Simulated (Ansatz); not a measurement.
## Bi (R-3m, 2 atoms in the cell): zone-centre modes under pressure

Aim: how do the optical modes of Bi (R-3m, 2 atoms in the cell) move with volume?

Program: Ansatz 0.2.0. Level of theory: DFT PBEsol, scalar-relativistic, plane waves, PAW; PAW set soft_1. Results are calculated unless marked as measured.

The experiments to compare with:

“Exceptional electronic transport and quantum oscillations in thin bismuth crystals grown inside van der Waals materials” (2022, arxiv:2211.07681) quotes from earlier work for Bi, rhombohedral (A7) (bulk bismuth, earlier work): Raman mode (Eg) 71 cm⁻¹ [rounded literature value for bulk bismuth]; Raman mode (A1g) 98 cm⁻¹ [rounded literature value for bulk bismuth].

The database entry behind the starting cell lists a temperature near 78 K, so it need not match the best structure at ambient conditions.

## (1) The structure

The structure is trigonal, space group R-3m (No. 166). The conventional cell has a = 4.535 Å, b = 4.535 Å, c = 11.814 Å, α = 90.00°, β = 90.00°, γ = 120.00°. Nearest to Bi lie 3 Bi at 3.06 Å.

Structure file:

```cif
data_structure
_symmetry_space_group_name_H-M 'R-3m:H'
_symmetry_Int_Tables_number 166
_cell_length_a 4.5350
_cell_length_b 4.5350
_cell_length_c 11.8140
_cell_angle_alpha 90.000
_cell_angle_beta 90.000
_cell_angle_gamma 120.000
_cell_volume 210.42
loop_
_atom_site_label
_atom_site_type_symbol
_atom_site_symmetry_multiplicity
_atom_site_Wyckoff_symbol
_atom_site_fract_x
_atom_site_fract_y
_atom_site_fract_z
_atom_site_occupancy
Bi1 Bi 6 c 0.33333 0.66667 0.90067 1
```

## (2) Bringing the structure to rest

Harmonic phonons are second derivatives at a point where the forces vanish, and they are wanted at zero stress, so atoms and cell are relaxed first.

The input, input.yaml:

```yaml
crystal:
  lattice:
    - [2.2675, 1.3091417354, 3.938]
    - [-2.2675, 1.3091417354, 3.938]
    - [0.0, -2.6182834708, 3.938]
  atoms:
    - { symbol: Bi, position: [0.234, 0.234, 0.234] }
    - { symbol: Bi, position: [0.766, 0.766, 0.766] }
kpoints:
  mp_grid: { grid: [12, 12, 12] }
hamiltonian:
  xc: pbesol
  pseudopotentials: { kind: paw, azcp: { folder: soft_1 }, xc_functional: pbe }
scf:
  occupations: { method: gaussian, width: 0.1 }
output:
  forces: true
  stress: true
  eigenvalues: true
  write_density: true
  write_potential: true
  elf: true
  volumetric_format: npy
relax:
  adjacent_minimum: "off"
  f_tol: 0.005
  max_steps: 80
  cell: { stress_tol: 0.05 }
```

Run with:

```console
$ ansatz run input.yaml --threads 4 --pin off --max-ram 10240MiB --backend cpu --events-out ev --progress --plain --runs-dir out
```

Numbers of over 12 decimals in the logs are rounded to 6 here.

Output:

```text
Engine: ansatz 0.2.0, x86_64-unknown-linux-gnu
Pseudopotentials: kind: paw
Pseudopotential: Bi, paw, valence charge 15, recommended cutoff 420 eV (normal), soft_1/Bi.paw.azcp
Functional definition: PBEsol
  exchange = pbesol_x
  correlation = pbesol_c
Crystal: 2 atoms, lattice volume = 70.139 Å³
Basis set: ecut = 420 eV, 1369 PW (Γ), exchange–correlation on 64×64×64 points (8 copies of the dense FFT grid, shifted against one another)
Bands: 19, of which v1, the nominal top of the filled ones, is band 15 counted from 1 (14 counted from 0)
Symmetry: 12 space group operations
Space group: R-3m (ITA 166), of the structure as read, at distance tolerance 4.1e-5 Å
k-points: 189 of 1728
Non-local potential: Bi, projectors of the file, l = 0: 2, l = 1: 2, l = 2: 2, l = 3: 1
PAW form: soft (Blöchl's): semilocal exchange-correlation on the pseudo side does not see the compensation charge
PAW frozen core: Bi, regenerated for the run's functional, and the local potential with it (the file was generated under x = pbe(κ = 0.804, μ = 0.219515), c = pbe(β = 0.066725))
PAW one-centre angular grid: Bi, 590 points (default); XC on 64 Gauss nodes
Initial density: superposition of atomic densities (chi_scale 0.1, normalization cell)
Initial wavefunctions: pseudopotential atomic-orbital guess
Functional: x = pbesol(κ = 0.804, μ = 0.123457), c = pbesol(β = 0.046)
SCF iter   1: F=—  HF=-24488.940245 eV  |F-HF|=—  |Δ(HF+E_count)|=         —  Δρ=1.15e-2  dr2=7.73e-2  ethr=3.10e-3  ⟨swp⟩=6.0  Hψ=18109  notcnv=0
preconditioner: auto → Kerker (q_TF=auto, 2.368 Å⁻¹)  [metal: Δε(μ)=0.041 eV  Ē_g=20.185 eV  σ=0.100 eV  W_gap=0.23  n_scr=14 (ndim 8)  ℏωp=24.3 eV  f_vac=0.000  D(μ)=0.23/eV (n_scr^D=0)]
SCF iter   2: F=—  HF=-24488.931057 eV  |F-HF|=—  |Δ(HF+E_count)|=   9.19e-3  Δρ=7.40e-3  dr2=3.37e-2  ethr=2.58e-4  ⟨swp⟩=1.0  Hψ=5103  notcnv=0
SCF iter   3: F=—  HF=-24488.926780 eV  |F-HF|=—  |Δ(HF+E_count)|=   4.28e-3  Δρ=8.94e-4  dr2=8.54e-4  ethr=1.12e-4  ⟨swp⟩=2.0  Hψ=6429  notcnv=0
SCF iter   4: F=—  HF=-24488.926717 eV  |F-HF|=—  |Δ(HF+E_count)|=   6.27e-5  Δρ=3.86e-4  dr2=1.31e-4  ethr=2.85e-6  ⟨swp⟩=2.0  Hψ=6428  notcnv=0
SCF iter   5: F=—  HF=-24488.926698 eV  |F-HF|=—  |Δ(HF+E_count)|=   1.94e-5  Δρ=1.37e-4  dr2=2.56e-5  ethr=4.36e-7  ⟨swp⟩=2.0  Hψ=5943  notcnv=0
SCF iter   6: F=—  HF=-24488.926701 eV  |F-HF|=—  |Δ(HF+E_count)|=   3.09e-6  Δρ=2.72e-5  dr2=8.40e-7  ethr=8.53e-8  ⟨swp⟩=2.0  Hψ=4554  notcnv=0
SCF iter   7: F=-24488.926701 eV  HF=-24488.926701 eV  |F-HF|=1.08e-8  |Δ(HF+E_count)|=   2.35e-7  Δρ=5.82e-6  dr2=5.02e-8  ethr=3.33e-10  ⟨swp⟩=9.5  Hψ=28244  notcnv=0
SCF 1 converged in 7 iterations: F = -24488.926701 eV  dr2 = 5.02e-8
  greatest PAW one-centre occupation: 0.988 electrons in one spin orbital (limit 2), on the Bi atom at site 1 (counted from 0), in its partial waves of l = 2
relax step   1: F+E_penalty+E_count = -24488.92670101 eV  Δ(F+E_penalty+E_count) = +0.000e0 eV  max|allowed force component| = 1.576e-1 eV/Å  Δτ_max = 0.0000 Å  P = -0.217 GPa  Ω = 70.139 Å³  (7 SCF iters, dr2 threshold 1.00e-7 eV, accepted)
Crystal: 2 atoms, lattice volume = 69.388 Å³
Basis set: ecut = 420 eV, 1333 PW (Γ), exchange–correlation on 64×64×64 points (8 copies of the dense FFT grid, shifted against one another)
Initial density: handed on by an earlier stage of this run
Initial wavefunctions: those handed on with the density
iter 1 solved again at ethr=1.71e-6 eV; its pass at ethr=3.10e-3 eV (dr2=5.13e-4 eV) is discarded
SCF iter   1: F=—  HF=-24488.931026 eV  |F-HF|=—  |Δ(HF+E_count)|=         —  Δρ=9.35e-4  dr2=5.04e-4  ethr=1.71e-6  ⟨swp⟩=2.2  Hψ=22733  notcnv=0
preconditioner: auto → Kerker (q_TF=auto, 2.372 Å⁻¹)  [metal: Δε(μ)=0.057 eV  Ē_g=20.300 eV  σ=0.100 eV  W_gap=0.31  n_scr=14 (ndim 8)  ℏωp=24.4 eV  f_vac=0.000  D(μ)=0.27/eV (n_scr^D=0)]
SCF iter   2: F=—  HF=-24488.930951 eV  |F-HF|=—  |Δ(HF+E_count)|=   7.42e-5  Δρ=5.62e-4  dr2=1.86e-4  ethr=1.68e-6  ⟨swp⟩=1.0  Hψ=3591  notcnv=0
SCF iter   3: F=—  HF=-24488.930918 eV  |F-HF|=—  |Δ(HF+E_count)|=   3.30e-5  Δρ=7.52e-5  dr2=4.99e-6  ethr=6.20e-7  ⟨swp⟩=3.0  Hψ=6434  notcnv=0
SCF iter   4: F=—  HF=-24488.930918 eV  |F-HF|=—  |Δ(HF+E_count)|=   1.81e-7  Δρ=2.08e-5  dr2=5.27e-7  ethr=1.66e-8  ⟨swp⟩=2.7  Hψ=5740  notcnv=0
SCF iter   5: F=-24488.930918 eV  HF=-24488.930918 eV  |F-HF|=1.14e-9  |Δ(HF+E_count)|=   2.68e-8  Δρ=7.26e-6  dr2=7.70e-8  ethr=6.67e-10  ⟨swp⟩=9.0  Hψ=23586  notcnv=0
SCF 2 converged in 5 iterations: F = -24488.930918 eV  dr2 = 7.70e-8
relax step   2: F+E_penalty+E_count = -24488.93091820 eV  Δ(F+E_penalty+E_count) = -4.217e-3 eV  max|allowed force component| = 4.042e-2 eV/Å  Δτ_max = 0.0295 Å  P = -0.248 GPa  Ω = 69.388 Å³  energy of the carried Pulay correction = +5.090e-5 eV  (5 SCF iters, dr2 threshold 2.00e-7 eV, accepted)
Crystal: 2 atoms, lattice volume = 68.988 Å³
iter 1 solved again at ethr=2.93e-7 eV; its pass at ethr=3.10e-3 eV (dr2=8.80e-5 eV) is discarded
SCF iter   1: F=—  HF=-24488.931974 eV  |F-HF|=—  |Δ(HF+E_count)|=         —  Δρ=1.69e-4  dr2=2.64e-5  ethr=2.93e-7  ⟨swp⟩=3.8  Hψ=23524  notcnv=0
preconditioner: auto → Kerker (q_TF=auto, 2.375 Å⁻¹)  [metal: Δε(μ)=0.070 eV  Ē_g=20.332 eV  σ=0.100 eV  W_gap=0.37  n_scr=14 (ndim 8)  ℏωp=24.5 eV  f_vac=0.000  D(μ)=0.26/eV (n_scr^D=0)]
SCF iter   2: F=—  HF=-24488.931972 eV  |F-HF|=—  |Δ(HF+E_count)|=   1.28e-6  Δρ=1.14e-4  dr2=1.37e-5  ethr=8.82e-8  ⟨swp⟩=1.0  Hψ=3591  notcnv=0
SCF iter   3: F=—  HF=-24488.931970 eV  |F-HF|=—  |Δ(HF+E_count)|=   2.59e-6  Δρ=1.94e-5  dr2=4.31e-7  ethr=4.56e-8  ⟨swp⟩=2.0  Hψ=4147  notcnv=0
SCF iter   4: F=-24488.931970 eV  HF=-24488.931970 eV  |F-HF|=1.23e-8  |Δ(HF+E_count)|=   9.33e-8  Δρ=5.43e-6  dr2=2.48e-8  ethr=6.67e-10  ⟨swp⟩=9.8  Hψ=24237  notcnv=0
SCF 3 converged in 4 iterations: F = -24488.931970 eV  dr2 = 2.48e-8
relax step   3: F+E_penalty+E_count = -24488.93196999 eV  Δ(F+E_penalty+E_count) = -1.052e-3 eV  max|allowed force component| = 1.059e-2 eV/Å  Δτ_max = 0.0022 Å  P = +0.055 GPa  Ω = 68.988 Å³  energy of the carried Pulay correction = +7.819e-5 eV  (4 SCF iters, dr2 threshold 2.00e-7 eV, accepted)
[...]
relax step   4: F+E_penalty+E_count = -24488.93239707 eV  Δ(F+E_penalty+E_count) = -4.271e-4 eV  max|allowed force component| = 1.460e-2 eV/Å  Δτ_max = 0.0016 Å  P = +0.024 GPa  Ω = 68.945 Å³  energy of the carried Pulay correction = +8.115e-5 eV  (4 SCF iters, dr2 threshold 5.59e-8 eV, accepted)
[...]
relax step   5: F+E_penalty+E_count = -24488.93246561 eV  Δ(F+E_penalty+E_count) = -6.854e-5 eV  max|allowed force component| = 1.556e-3 eV/Å  Δτ_max = 0.0032 Å  P = -0.001 GPa  Ω = 68.886 Å³  energy of the carried Pulay correction = +8.518e-5 eV  (5 SCF iters, dr2 threshold 1.33e-8 eV, accepted)
Initial wavefunctions: pseudopotential atomic-orbital guess (no wavefunctions were taken with the density)
iter 1 solved again at ethr=1.83e-7 eV; its pass at ethr=3.10e-3 eV (dr2=5.49e-5 eV) is discarded
SCF iter   1: F=—  HF=-24488.932383 eV  |F-HF|=—  |Δ(HF+E_count)|=         —  Δρ=1.34e-5  dr2=2.36e-8  ethr=1.83e-7  ⟨swp⟩=3.6  Hψ=29438  notcnv=0
eigensolver tolerance schedule: the retry pair's looser diagonalisation over-reported the residual by 2327.03 of it (diagonalisation noise at 0.16 of the residual, at the tolerance the schedule requests for it); recorded, not acted on — ethr = c·dr2/N_el stays at c = 1.0e-1
preconditioner: auto → Kerker (q_TF=auto, 2.375 Å⁻¹)  [metal: Δε(μ)=0.080 eV  Ē_g=20.335 eV  σ=0.100 eV  W_gap=0.40  n_scr=14 (ndim 8)  ℏωp=24.5 eV  f_vac=0.000  D(μ)=0.25/eV (n_scr^D=0)]
SCF iter   2: F=—  HF=-24488.932382 eV  |F-HF|=—  |Δ(HF+E_count)|=   2.67e-7  Δρ=7.01e-6  dr2=6.46e-9  ethr=7.86e-11  ⟨swp⟩=2.1  Hψ=6373  notcnv=0
SCF iter   3: F=—  HF=-24488.932382 eV  |F-HF|=—  |Δ(HF+E_count)|=   6.19e-9  Δρ=1.08e-6  dr2=3.77e-10  ethr=2.15e-11  ⟨swp⟩=3.0  Hψ=6682  notcnv=0
SCF iter   4: F=—  HF=-24488.932382 eV  |F-HF|=—  |Δ(HF+E_count)|=  1.78e-10  Δρ=1.82e-7  dr2=4.46e-11  ethr=1.26e-12  ⟨swp⟩=2.0  Hψ=4538  notcnv=0
SCF iter   5: F=-24488.932382 eV  HF=-24488.932382 eV  |F-HF|=3.64e-12  |Δ(HF+E_count)|=  7.28e-12  Δρ=5.39e-8  dr2=2.94e-12  ethr=1.00e-12  ⟨swp⟩=6.1  Hψ=14988  notcnv=0
SCF 6 converged in 5 iterations: F = -24488.932382 eV  dr2 = 2.94e-12
relax step   6: F+E_penalty+E_count = -24488.93238225 eV  Δ(F+E_penalty+E_count) = +8.336e-5 eV  max|allowed force component| = 1.551e-3 eV/Å  Δτ_max = 0.0000 Å  P = -0.001 GPa  Ω = 68.886 Å³  stress off target by 1.40e-2 GPa  SCF on the basis re-selected at this cell (its energy is not comparable with the rows above)  (5 SCF iters)
basis re-selected at this cell: Δ(F+E_penalty+E_count) = +8.336e-5 eV, ΔP = -0.000 GPa vs the last step (what re-selecting the basis moved, of the pressure what is left beyond the Pulay correction that the steps carried, after the strain that the cell walked since its last selection, with what the two solves' SCF thresholds leave and, on support functions, any second-order correction that the steps lacked; it is no m [...]
SCF converged after 5 iterations
Free energy (F): -24488.932382 eV
Harris-Foulkes:  -24488.932382 eV  (|F-HF|=3.64e-12)
Internal energy: -24488.931156 eV  (E = F + TS)
E sigma→0 (E₀):  -24488.931769 eV
Entropy (-TS):   -0.001226 eV (-0.613 meV/atom)
Fermi energy:    9.874899 eV
--- Per-component energies (eV) ---
  E_band       = -212.250680
  E_kinetic    = 508.771213
  E_local      = -2678.400316  (includes V_loc(G=0)·N_el)
  E_nonlocal   = 820.632812
  E_hartree    = 995.080554
  E_xc         = -300.608027
  E_vxc        = -261.637905  (∫ρ·V_xc dr)
  E_paw        = -21019.205539  (= ΣΔE_a)
  E_vpaw       = -591.778028  (= ΣTr[D̂ρ^β])
  E_aug_tail   = 0.000411  (compensation charges beyond the density's cutoff)
  E_ewald      = -2815.381852
  E_core_change = 0.179589  (= ΣΔE_core)
  E_smearing   = -0.001226  (= −TS)
  E_closure    = 0.000000  (closes the sum)
  Σ components = -24488.932382   (vs F -24488.932382, Δ=0.00e0)
--- Forces (eV/Å), atoms counted from 1 ---
  atom   1  Bi     0.00000000    -0.00000000    -0.00155121
  atom   2  Bi    -0.00000000     0.00000000     0.00155121
  max |Σ_I F_I| component: 9.25e-18 eV/Å
--- Stress (GPa, compression-positive) ---
        0.005240       0.000000      -0.000000
        0.000000       0.005240       0.000000
       -0.000000       0.000000      -0.013984
  P = ⅓ Tr σ = -0.0012 GPa (-0.012 kbar)
--- Band table (eV; the first three rows and the last of 189) ---
  k-point 0: bands = [... 11 lower, 2.4710, 8.3714, 8.6448, 8.6448, 12.6145, 12.9304, 12.9304, 15.3767]
  k-point 1: bands = [... 11 lower, 2.3077, 8.4066, 8.6468, 8.6577, 12.4566, 12.5867, 12.7386, 15.0804]
  k-point 2: bands = [... 11 lower, 1.8595, 8.4757, 8.6585, 8.7167, 11.7804, 12.1399, 12.2655, 14.8454]
  k-point 188: bands = [... 11 lower, -0.2645, 9.0348, 9.3512, 9.3512, 10.4138, 10.4138, 10.4557, 17.0938]
--- Relaxed structure (5 steps of the walk, 5 accepted, 1 SCFs on fresh bases) ---
  F+E_penalty+E_count = -24488.93238225 eV   max|allowed force component| = 1.551e-3 eV/Å   (the final SCF, on the basis selected at the relaxed cell)
  cell:  # Å, volume = 68.8859 Å³
    - [2.262525, 1.306269, 3.884658]
    - [-2.262525, 1.306269, 3.884658]
    - [0, -2.612538, 3.884658]
  atoms:
    - { symbol: Bi, position: [0.236718, 0.236718, 0.236718] }
    - { symbol: Bi, position: [0.763282, 0.763282, 0.763282] }
```

It took 65 s on 4 threads of Intel Xeon at 2.50GHz (Skylake/Cascade Lake), shared host; peak memory 0.55 GiB.

Relaxation path:

```tsv
step	energy less that of the first step (eV)	largest force component (eV/Å)	pressure (GPa)	volume (Å³)
1	0.0000	0.1576	-0.22	70.14
2	-0.0042	0.0404	-0.25	69.39
3	-0.0053	0.0106	0.05	68.99
4	-0.0057	0.0146	0.02	68.94
5	-0.0058	0.0016	0.00	68.89
6*	-0.0057	0.0016	0.00	68.89
```

Relaxation steps marked * repeat the geometry before them on a plane-wave basis chosen anew for their cell, so energy and pressure can jump there.

The run keeps the 12 symmetry operations that it works with, so distortions that break them were not tested.

```tsv
conventional cell, symmetrised	before	after	change
a (Å)	4.535	4.525	-0.2 %
b (Å)	4.535	4.525	-0.2 %
c (Å)	11.814	11.654	-1.4 %
volume (Å³/atom)	35.07	34.44	-1.8 %
```

The atoms that moved most (Å, as changes of fractional coordinates times the final cell):

```tsv
atom	dx	dy	dz	length
Bi1	0.000	0.000	0.032	0.032
Bi2	0.000	0.000	-0.032	0.032
```

The relaxed structure:

```xyz
2
Lattice="2.2625 1.3063 3.8847 -2.2625 1.3063 3.8847 0.0000 -2.6125 3.8847" Properties=species:S:1:pos:R:3 pbc="T T T"
Bi    0.0000    0.0000    2.7587
Bi    0.0000    0.0000    8.8953
```

This step gave:

```
pressure          : -0.001168 GPa
volume per atom   : 34.44 Å³
gap on the k-mesh : 0 eV
```

ELF in the ac plane of the conventional cell at fractional y = 0.000, with atoms of Bi within 0.2 Å of it. It is the smooth field of the valence electrons, not physical close to the nuclei.

Ten even steps from '_' (0.03) to '@' (0.48), each cell a mean:
```
______::--++****++==::..____
::::--==++####%%##**==--::::
********######%%####********
####%%%%%%##########%%%%####
==++##%%%%**++==++##%%%%**==
::::##%%%%++::::--**%%%%==::
==++%%@@##--....::++%%@@##==
%%@@@@##++----------**%%@@@@
%%##**====++**##**==--++##%%
::::::--++##%%%%%%**==::::::
____..--**%%%%@@%%##++::____
____..==**%%@@@@@@%%++::____
____..==**%%@@@@@@##++::____
____..--**%%%%%%%%##==::..__
====----==##%%%%##**------==
@@@@##++====++++======**%%@@
##%%@@%%++--::::::==##@@@@%%
--==%%@@##==....::**%%@@**--
::--##%%%%++----==##%%%%++::
++**%%%%%%##**++**##%%%%##**
####################%%######
++++++++**##%%%%####**++++++
....::--++**######**==::....
______..--==++++++==::..____
```
Columns run along a (4.5 Å), rows up along c (11.7 Å), edges of the conventional cell, whose origin can differ from the input's. Atoms in or near the plane, at fractional coordinates: Bi at (0.00, 0.24), Bi at (0.00, 0.76).

Valence density in the ac plane of the conventional cell at fractional y = 0.000, with atoms of Bi within 0.2 Å of it. It is the smooth field of the valence electrons, not physical close to the nuclei.

Ten steps, logarithmic in the rise over the least value, from '_' (0.0 e/Å³) to '@' (7.9 e/Å³), each cell a mean:
```
________....::::....________
______....::::::::....______
::::......::::::::::......::
++==--::::::::::::::::--==++
%%%%**--::........::--==##%%
@@@@##==::..____....--++%%@@
%%%%**--::..______..::==##%%
++==--::....____......--==++
::::......................::
______....::::::::....______
______....::::--::::..______
______....::----::::..______
______....::----::::..______
______....::::--::::..______
............::::::..........
--::::..................::--
##**==::....______..::--++**
@@%%**==::..______..--++##@@
@@@@##==::........::--++%%@@
%%##++--::........::::==**##
==--::::::::::::::::::::----
..........::::::::::........
________....::::::....______
________......::....________
```
Columns run along a (4.5 Å), rows up along c (11.7 Å), edges of the conventional cell, whose origin can differ from the input's. Atoms in or near the plane, at fractional coordinates: Bi at (0.00, 0.24), Bi at (0.00, 0.76).

Electrostatic potential energy in the ac plane of the conventional cell at fractional y = 0.000, with atoms of Bi within 0.2 Å of it. With pseudopotentials it is smooth inside the atoms' cores, unlike the true potential.

Values in eV, 24 rows by 14 columns, each cell a mean:
```
 14  14  13  13  12  11  10  10  10  11  12  13  14  14
 13  13  13  12  11  10   8   8   9  10  12  13  13  13
  9  10  11  11  11   9   8   7   8  10  11  11  10   9
-12  -7   3   8  10  10  10  10  10  11  10   6  -2 -10
-41 -36 -19   1   9  11  12  12  12  11   6  -8 -29 -40
-44 -44 -31  -5   8  12  13  13  12  10   4 -18 -40 -44
-41 -36 -20   1   9  12  13  13  13  11   7  -8 -30 -40
-12  -7   3   9  11  12  12  12  12  12  10   6  -2 -10
  9  10  11  12  12  11  11  10  11  12  12  11  10   9
 13  13  13  12  11  10   8   8   9  10  12  13  13  13
 14  14  13  12  11   9   7   7   8  10  12  13  13  14
 14  14  13  12  11  10   8   8   9  10  12  13  13  14
 14  14  13  12  11   9   8   8   9  10  12  13  13  14
 14  13  13  12  11   9   7   7   8  10  12  13  13  13
 12  12  12  12  11  10   9   9   9  11  12  12  12  12
  5   7   9  11  12  12  11  11  12  12  12  10   8   6
-25 -18  -4   7  11  12  13  13  13  12   9   2 -11 -23
-44 -41 -26  -2   9  12  13  13  13  11   5 -14 -36 -43
-44 -43 -30  -4   8  12  13  13  12  10   4 -17 -39 -44
-35 -28 -11   4  10  11  11  11  11  11   8  -2 -21 -32
 -2   2   7  10  11  10   9   9   9  10  10   9   5   0
 11  11  12  12  11   9   7   7   8  10  11  12  12  11
 13  13  13  13  11  10   9   8   9  11  12  13  13  13
 14  14  13  13  12  11  11  10  11  12  13  13  14  14
```
Columns run along a (4.5 Å; values clipped at the 3rd and 97th percentile), rows up along c (11.7 Å), edges of the conventional cell, whose origin can differ from the input's. Atoms in or near the plane, at fractional coordinates: Bi at (0.00, 0.24), Bi at (0.00, 0.76).

In this step the volume went from 35.07 to 34.44 Å³/atom.

## (3) Tight relaxation

Phonons need small forces and stress, so the relaxation is finished with tight tolerances on 12×12×12 k points.

input.yaml, the sections that differ from step 2:

```yaml
crystal:
  lattice:
    - [2.2625247009, 1.3062692451, 3.8846576756]
    - [-2.2625247009, 1.3062692451, 3.8846576756]
    - [0.0, -2.6125384902, 3.8846576756]
  atoms:
    - { symbol: Bi, position: [0.2367178723, 0.2367178723, 0.2367178723] }
    - { symbol: Bi, position: [0.7632821277, 0.7632821277, 0.7632821277] }
scf:
  occupations: { method: methfessel_paxton, width: 0.2 }
output:
  forces: true
  stress: true
  eigenvalues: true
relax:
  adjacent_minimum: "off"
  f_tol: 0.001
  max_steps: 60
  cell: { stress_tol: 0.01 }
# kpoints, hamiltonian: as in step 2
```

Output:

```text
[...]
Crystal: 2 atoms, lattice volume = 68.886 Å³
Basis set: ecut = 420 eV, 1333 PW (Γ), exchange–correlation on 64×64×64 points (8 copies of the dense FFT grid, shifted against one another)
Bands: 19, of which v1, the nominal top of the filled ones, is band 15 counted from 1 (14 counted from 0)
Symmetry: 12 space group operations
[...]
k-points: 189 of 1728
[...]
k-point 188: bands = [... 11 lower, -0.2621, 9.0307, 9.3480, 9.3480, 10.4134, 10.4134, 10.4560, 17.0925]
--- Relaxed structure (3 steps of the walk, 3 accepted, 1 SCFs on fresh bases) ---
[...]
cell:  # Å, volume = 68.8875 Å³
    - [2.262772, 1.306412, 3.883903]
    - [-2.262772, 1.306412, 3.883903]
    - [0, -2.612824, 3.883903]
  atoms:
    - { symbol: Bi, position: [0.236679, 0.236679, 0.236679] }
    - { symbol: Bi, position: [0.763321, 0.763321, 0.763321] }
[key lines of the parts left out:]
SCF converged after 5 iterations
Free energy (F): -24488.931452 eV
Fermi energy:    9.872626 eV
P = ⅓ Tr σ = 0.0004 GPa (0.004 kbar)
```

The job ended after 44 s (4 threads; peak memory 0.55 GiB).

Little changed from the start: no atom moved by 0.005 Å and no cell edge by 0.1 %.

This step gave:

```
pressure : 3.54e-4 GPa
```

The largest force component left is 0.0097 meV/Å and the pressure is 0.000 GPa, within the tolerances set. The cell now holds 34.44 Å³/atom.

(Continued in part 2 of 2.)

[Logs are printed without paths, hosts, clocks, repeated set-up lines and the standing remarks that a program may print on its own settings, such as how far it seeks lower states.]

[Hosts, paths, dates, database ids (printed as entryN), source tags and the programs' standing remarks are cut or masked in the printed files.]
